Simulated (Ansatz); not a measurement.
# Ge wire along [111], 14 atoms a period, H-terminated: bands by functional, part 2 of 2

What gap, if any, does the Ge wire along [111], 14 atoms a period, H-terminated have, and how does it change with the functional?

Ansatz 0.2.0; DFT PBE, plane waves, PAW; relaxation of a wire's period; PAW set soft_1 (the session's first sound run).

So far. Step 2 (Relaxation of atoms and period): The cell's length comes to 9.957 Å with spin left out.

## (3) The perfect wire

This step: DFT PBE, plane waves, PAW; bands of a perfect wire; PAW set soft_1 (Ansatz 0.2.0).

At the relaxed period the bands are computed along the axis; those that cross an energy going forward count the channels that a perfect wire would open there.

File input.yaml:

```yaml
crystal:
  lattice:
    - [13.42, 0.0, 0.0]
    - [0.0, 14.445, 0.0]
    - [0.0, 0.0, 9.9572077836]
  atoms:
    - { symbol: Ge, position: [0.351680727, 0.420420684, 0.003028235] }
    - { symbol: Ge, position: [0.500015067, 0.659119692, 0.003026971] }
    - { symbol: Ge, position: [0.35145524, 0.420296198, 0.249240117] }
    - { symbol: Ge, position: [0.500015067, 0.659370212, 0.249241064] }
    - { symbol: Ge, position: [0.648574893, 0.420296198, 0.249240117] }
    - { symbol: H, position: [0.25690141, 0.63037409, 0.281924607] }
    - { symbol: H, position: [0.500015067, 0.239174016, 0.281918319] }
    - { symbol: H, position: [0.743128723, 0.63037409, 0.281924607] }
    - { symbol: H, position: [0.25690141, 0.369597147, 0.301408726] }
    - { symbol: H, position: [0.500015067, 0.76079722, 0.301415014] }
    - { symbol: H, position: [0.743128723, 0.369597147, 0.301408726] }
    - { symbol: Ge, position: [0.35145524, 0.579675039, 0.334093217] }
    - { symbol: Ge, position: [0.500015067, 0.340601025, 0.334092269] }
    - { symbol: Ge, position: [0.648574893, 0.579675039, 0.334093217] }
    - { symbol: Ge, position: [0.351680727, 0.579550552, 0.580305098] }
    - { symbol: Ge, position: [0.500015067, 0.340851545, 0.580306362] }
    - { symbol: Ge, position: [0.648349406, 0.579550552, 0.580305098] }
    - { symbol: H, position: [0.256605308, 0.530919522, 0.633041381] }
    - { symbol: H, position: [0.349479065, 0.680361542, 0.633048987] }
    - { symbol: H, position: [0.407142311, 0.288675172, 0.633050986] }
    - { symbol: H, position: [0.592887823, 0.288675172, 0.633050986] }
    - { symbol: H, position: [0.650551069, 0.680361542, 0.633048987] }
    - { symbol: H, position: [0.743424825, 0.530919522, 0.633041381] }
    - { symbol: Ge, position: [0.500015067, 0.499984442, 0.667142967] }
    - { symbol: Ge, position: [0.500015067, 0.499986795, 0.916190366] }
    - { symbol: H, position: [0.256605308, 0.469051715, 0.950291953] }
    - { symbol: H, position: [0.349479065, 0.319609695, 0.950284346] }
    - { symbol: H, position: [0.407142311, 0.711296065, 0.950282347] }
    - { symbol: H, position: [0.592887823, 0.711296065, 0.950282347] }
    - { symbol: H, position: [0.650551069, 0.319609695, 0.950284346] }
    - { symbol: H, position: [0.743424825, 0.469051715, 0.950291953] }
    - { symbol: Ge, position: [0.648349406, 0.420420684, 0.003028235] }
kpoints:
  mp_grid: { grid: [1, 1, 9] }
  band_path: { path: ["Γ", Z], npoints: 90 }
scf:
  occupations: { method: fermi_dirac, width: 0.05 }
hamiltonian:
  xc: pbe
  pseudopotentials: { kind: paw, azcp: { folder: soft_1 } }
output:
  dos: { e_range: [-5, 4] }
  write_potential: true
  write_density: true
  volumetric_format: npy
```

Run with:

```sh
$ ansatz run input.yaml --threads 8 --pin off --max-ram 16384MiB --backend cpu --events-out ev --progress --plain --runs-dir out
```

Numbers of over 12 decimals in the logs are rounded to 6 here.

Log:

```text
[...]
Crystal: 32 atoms, lattice volume = 1930.224 Å³
Basis set: ecut = 420 eV, 37697 PW (Γ)
Bands: 139, of which v1, the nominal top of the filled ones, is band 107 counted from 1 (106 counted from 0)
Symmetry: 4 space group operations
[...]
k-points: 5 of 9
[...]
SCF iter   1: F=—  HF=-60416.385754 eV  |F-HF|=—  |Δ(HF+E_count)|=         —  Δρ=3.07e-2  dr2=1.53e1  ethr=3.10e-3  ⟨swp⟩=7.0  Hψ=2947  notcnv=0  defer=17
[...]
SCF iter   9: F=-60411.764641 eV  HF=-60411.764641 eV  |F-HF|=1.07e-7  |Δ(HF+E_count)|=   7.37e-7  Δρ=1.93e-6  dr2=6.23e-8  ethr=4.67e-11  ⟨swp⟩=15.4  Hψ=4393  notcnv=0
SCF 1 converged in 9 iterations: F = -60411.764641 eV  dr2 = 6.23e-8
[...]
NSCF: frozen V_eff on 91 k-points
WARN: The output density's exchange-correlation potential varies sharply where the density is thin. Do not read a vacuum level from v_tot or v_xc, or from such a field of the output density. On a cell that repeats whose density bears no net charge and no dipole along the vacuum's axis use v_es (v_loc + v_h of the components); under efield.dipole_correction with no amplitude use v_es + v_field, which holds any externa [...]
SCF converged after 9 iterations
Free energy (F): -60411.764641 eV
[...]
Internal energy: -60411.764641 eV  (E = F + TS)
E sigma→0 (E₀):  -60411.764641 eV
Fermi energy:    -1.774150 eV
[...]
--- Band table (eV; the first three rows and the last of 5) ---
  k-point 0: bands = [... 103 lower, -4.3001, -4.1028, -4.1024, -3.3067, -0.1025, 0.2331, 0.2357, 0.4779, ... 28 higher]
  k-point 1: bands = [... 103 lower, -4.2457, -4.0781, -4.0779, -3.3535, -0.1219, 0.1801, 0.1838, 0.4916, ... 28 higher]
  k-point 2: bands = [... 103 lower, -4.2357, -4.0179, -4.0177, -3.4917, -0.1595, 0.1219, 0.1264, 0.4883, ... 28 higher]
  k-point 4: bands = [... 103 lower, -4.2659, -3.9982, -3.9326, -3.9324, -0.1799, 0.1192, 0.1245, 0.1622, ... 28 higher]
```

Elapsed: 2.5 min, on 8 threads of Arm Neoverse V1, shared host; peak memory 12 GiB.

The column dr2 measures how far the density is from self-consistency, as an energy; F and HF (Harris–Foulkes) agree once it is small.

This step gave:

```
band gap : 3.123 eV
```

The electronic bands at the labelled points (eV, zero at the Fermi level; v1 is the highest filled band, c1 the lowest empty one):

| point | v4 | v3 | v2 | v1 | c1 | c2 | c3 | c4 |
| --- | --- | --- | --- | --- | --- | --- | --- | --- |
| Γ | -2.53 | -2.33 | -2.33 | -1.53 | 1.67 | 2.01 | 2.01 | 2.25 |
| halfway | -2.46 | -2.23 | -2.23 | -1.77 | 1.61 | 1.89 | 1.89 | 2.23 |
| Z | -2.39 | -2.38 | -2.15 | -2.15 | 1.60 | 1.90 | 1.90 | 1.92 |

The gap is 3.12 eV, with spin left out.

The path shows an indirect gap of 3.12 eV (valence top at Γ, conduction bottom between Γ and Z). The least direct gap is 3.20 eV.

## (4) Another level of theory, cutoff 500 eV, k-mesh 1×1×7

This step: DFT r2SCAN, plane waves, PAW; bands of a perfect wire at the PBE geometry; PAW set soft_1 (Ansatz 0.2.0).

The atoms stay at the PBE geometry and the functional changes. r2SCAN also reads the kinetic-energy density; it often gives larger moments and wider gaps than PBE, at a higher cost. Against the first PBE run of this kind, the cutoff is 500 eV against 420 and the mesh along the wire has 7 points against 9.

input.yaml: that of step 3 with these lines changed.

```diff
@@ -39,3 +39,3 @@
 kpoints:
-  mp_grid: { grid: [1, 1, 9] }
+  mp_grid: { grid: [1, 1, 7] }
   band_path: { path: ["Γ", Z], npoints: 90 }
@@ -44,8 +44,3 @@
 hamiltonian:
-  xc: pbe
+  xc: r2scan
   pseudopotentials: { kind: paw, azcp: { folder: soft_1 } }
-output:
-  dos: { e_range: [-5, 4] }
-  write_potential: true
-  write_density: true
-  volumetric_format: npy
```

Log:

```text
[...]
Crystal: 32 atoms, lattice volume = 1930.224 Å³
Basis set: ecut = 500 eV, 48957 PW (Γ), exchange–correlation on 400×432×300 points (64 copies of the dense FFT grid, shifted against one another)
Bands: 139, of which v1, the nominal top of the filled ones, is band 107 counted from 1 (106 counted from 0)
Symmetry: 4 space group operations
[...]
k-points: 4 of 7
[...]
SCF iter   1: F=—  HF=-60526.594561 eV  |F-HF|=—  |Δ(HF+E_count)|=         —  Δρ=2.97e-2  dr2=1.42e1  dr2_τ=1.20e-1  ethr=3.10e-3  ⟨swp⟩=7.0  Hψ=2327  notcnv=0  defer=18
[...]
SCF iter   9: F=-60523.856278 eV  HF=-60523.856278 eV  |F-HF|=2.30e-7  |Δ(HF+E_count)|=   1.13e-6  Δρ=1.68e-6  dr2=7.56e-8  dr2_τ=1.49e-9  ethr=4.67e-11  ⟨swp⟩=17.0  Hψ=3529  notcnv=0
SCF 1 converged in 9 iterations: F = -60523.856278 eV  dr2 = 7.56e-8
[...]
SCF converged after 9 iterations
Free energy (F): -60523.856278 eV
[...]
Internal energy: -60523.856278 eV  (E = F + TS)
E sigma→0 (E₀):  -60523.856278 eV
Fermi energy:    -1.795276 eV
[...]
--- Band table (eV) ---
  k-point 0: bands = [... 103 lower, -4.5548, -4.3520, -4.3518, -3.5085, 0.0887, 0.3779, 0.3795, 0.7235, ... 28 higher]
  k-point 1: bands = [... 103 lower, -4.4985, -4.3083, -4.3081, -3.5902, 0.0521, 0.3205, 0.3228, 0.7701, ... 28 higher]
  k-point 2: bands = [... 103 lower, -4.5055, -4.2252, -4.2251, -3.8270, -0.0082, 0.2828, 0.2857, 0.5959, ... 28 higher]
  k-point 3: bands = [... 103 lower, -4.5222, -4.1898, -4.1742, -4.1742, -0.0338, 0.3001, 0.3032, 0.3900, ... 28 higher]
```

Run time: 4.3 min. Hardware: 8 threads; peak memory 11 GiB; 34 min of CPU time.

Numbers from this step:

* band gap: 3.473 eV

Electronic bands along the path, in eV, zero at the Fermi level; v1 is the highest filled band, c1 the lowest empty one:

| point | v4 | v3 | v2 | v1 | c1 | c2 | c3 | c4 |
| --- | --- | --- | --- | --- | --- | --- | --- | --- |
| Γ | -2.76 | -2.56 | -2.56 | -1.71 | 1.88 | 2.17 | 2.17 | 2.52 |
| halfway | -2.70 | -2.45 | -2.45 | -1.96 | 1.80 | 2.08 | 2.08 | 2.46 |
| Z | -2.61 | -2.60 | -2.37 | -2.37 | 1.76 | 2.10 | 2.10 | 2.16 |

The gap is 3.47 eV, against 3.12 eV under PBE at the relaxed period.

## (5) Levels at the same atoms, level HSE06, cutoff 420 eV

This step: DFT HSE06, plane waves, PAW; levels of a perfect wire at the PBE geometry; PAW set soft_1 (Ansatz 0.2.0).

The atoms stay at the PBE geometry and the functional changes. HSE06 mixes in a quarter of short-range exact exchange, which removes part of the self-interaction that closes gaps; it is dear, so the mesh is thinner and no path is run. Against the first PBE run of this kind, the mesh along the wire has 4 points against 9.

input.yaml: that of step 4 with these lines changed.

```diff
@@ -39,4 +39,3 @@
 kpoints:
-  mp_grid: { grid: [1, 1, 7] }
-  band_path: { path: ["Γ", Z], npoints: 90 }
+  mp_grid: { grid: [1, 1, 4] }
 scf:
@@ -44,3 +43,3 @@
 hamiltonian:
-  xc: r2scan
+  xc: hse06
   pseudopotentials: { kind: paw, azcp: { folder: soft_1 } }
```

Log:

```text
[...]
Crystal: 32 atoms, lattice volume = 1930.224 Å³
Basis set: ecut = 420 eV, 37697 PW (Γ)
Bands: 139, of which v1, the nominal top of the filled ones, is band 107 counted from 1 (106 counted from 0)
Symmetry: 4 space group operations
[...]
k-points: 3 of 4
[...]
SCF iter   6: F=-60411.776725 eV  HF=-60411.776895 eV  |F-HF|=1.69e-4  |Δ(HF+E_count)|=   3.60e-4  Δρ=8.67e-5  dr2=2.08e-4  ethr=9.48e-7  ⟨swp⟩=3.3  Hψ=1039  notcnv=0
[...]
Internal energy: -60424.906389 eV  (E = F + TS)
E sigma→0 (E₀):  -60424.906389 eV
Fermi energy:    -1.806700 eV
[...]
--- Band table (eV) ---
  k-point 0: bands = [... 103 lower, -4.8526, -4.6615, -4.6614, -3.7458, 0.3253]
  k-point 1: bands = [... 103 lower, -4.8325, -4.5261, -4.5261, -4.0023, 0.2128]
  k-point 2: bands = [... 103 lower, -4.7021, -4.6693, -4.4420, -4.4420, 0.1592]
  guard bands above this table: 31 of the run's 139 bands. The solve was not asked for them (output.publish_guard_bands: true or output.eigenvalues: true publishes all)
[key lines of the parts left out:]
Free energy (F): -60424.906389 eV
```

The job ended after 5.4 min (8 threads; peak memory 11 GiB; 41 min of CPU time).

Numbers from this step:

| Property | Result |
| --- | --- |
| band gap | 3.905 eV |

The gap is 3.90 eV, against 3.12 eV under PBE at the relaxed period.

## (6) Results

* cell length, PBE: 9.957 Å
* gap, PBE: 3.12 eV
* gap, r2SCAN: 3.47 eV
* gap, HSE06: 3.90 eV

What this shows: Under PBE the cell's length is 9.96 Å, and a gap of 3.12 eV makes it a semiconductor. At the relaxed period the wire is gapped under every functional, from 3.12 eV (PBE) to 3.90 eV (HSE06). Weak screening in one dimension makes quasiparticle gaps larger than the semilocal gaps, as a rule. A hybrid's gap is read on a coarse mesh, without a band path.

[Logs are printed without paths, hosts, clocks, repeated set-up lines and the standing remarks that a program may print on its own settings, such as how far it seeks lower states.]

[Hosts, paths, dates, database ids (printed as entryN), source tags and the programs' standing remarks are cut or masked in the printed files.]
